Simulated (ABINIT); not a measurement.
**MoS2 (P6_3/mmc): a self-consistent loop beyond G0W0, cycle by cycle**

It takes space group P6_3/mmc (No. 194, hexagonal). The conventional cell has a = 3.169 Å, b = 3.169 Å, c = 12.324 Å, α = 90.00°, β = 90.00°, γ = 120.00°. Nearest to Mo lie 6 S at 2.41 Å. Nearest to S lie 3 Mo at 2.41 Å. Farther neighbours, and contacts between anions beyond the nearest, are not listed.

| Item | Value |
| --- | --- |
| method | RPA screening on PBE from quasiparticle energies and orbitals, plane waves, norm-conserving pseudopotentials (and 4 further levels or steps) |
| program | ABINIT 10.8.3 |
| settings | cutoff 36 Ha, PseudoDojo scalar-relativistic 0.4.1 standard, norm-conserving, potential set dojo-sr-pbe-0.4.1-standard, ngkpt (3, 3, 1), nband 106, ecuteps 4 Ha, gwcalctyp 28, inclvkb 2, shiftk (0, 0, 0), symchi 1, awtr 1, frequency ppm, cycle 7, q points all but q = 0, 3×3×1 k-mesh |
| notes | The database entry behind the starting cell differs from other determinations of this structure. The program’s warnings: nproc spkpt=  >= nkpt= * nsppol=. The cell and positions come from the Crystallography Open Database and are kept as given unless a step says otherwise. Limits: no spin-orbit coupling. The first cycle of QSGW takes the full correction, without the factor Z, so it overshoots the one-shot value. The 3×3×1 mesh is coarse for this cell, which bears on the long-range parts of exchange and screening. |
| G0W0 | 1.733 eV |
| QSGW, cycle 1 | 1.922 eV |
| QSGW, cycle 2 | 1.518 eV |
| QSGW, cycle 3 | 1.525 eV |
| QSGW, cycle 4 | 1.635 eV |
| QSGW, cycle 5 | 1.616 eV |
| QSGW, cycle 6 | 1.591 eV |
| QSGW, cycle 7 | 1.603 eV |
| known limits | short of the basis limit; no spin-orbit coupling; coarse k mesh |

Only the bands that the input lists are updated; the higher empty ones keep the functional's energies. QSGW ends at 1.60 eV, −0.13 eV from G0W0, after 7 cycles that took 8.2 min beside the first screening; the last moved the gap by 0.012 eV.

[Paths, hosts, dates, memory and timing lines, banners, echoed tables and standing remarks are left out of the program output; an Ansatz launch command may be rebuilt from the run's recorded settings. Measured values are a selection of at most five: reports struck by readers or far from the other reports are left out. None is set beside runs whose start may be inverted or whose files or cutoffs have a known fault.]

[Runs of the session that timed out or met a known fault of the program may be left out.]

[Hosts, paths, dates, database ids (printed as entryN), source tags and the programs' standing remarks are cut or masked in the printed files.]

[G0W0 gaps are taken among the corrected bands and points alone; a level outside them can change the order at an edge.]

[Where Ansatz stands beside ABINIT at settings called matched, ABINIT's density can come from a denser mesh and the files from another edition; pairs whose starting gaps differed by over 0.03 eV were left out, so agreement reads better than it is.]
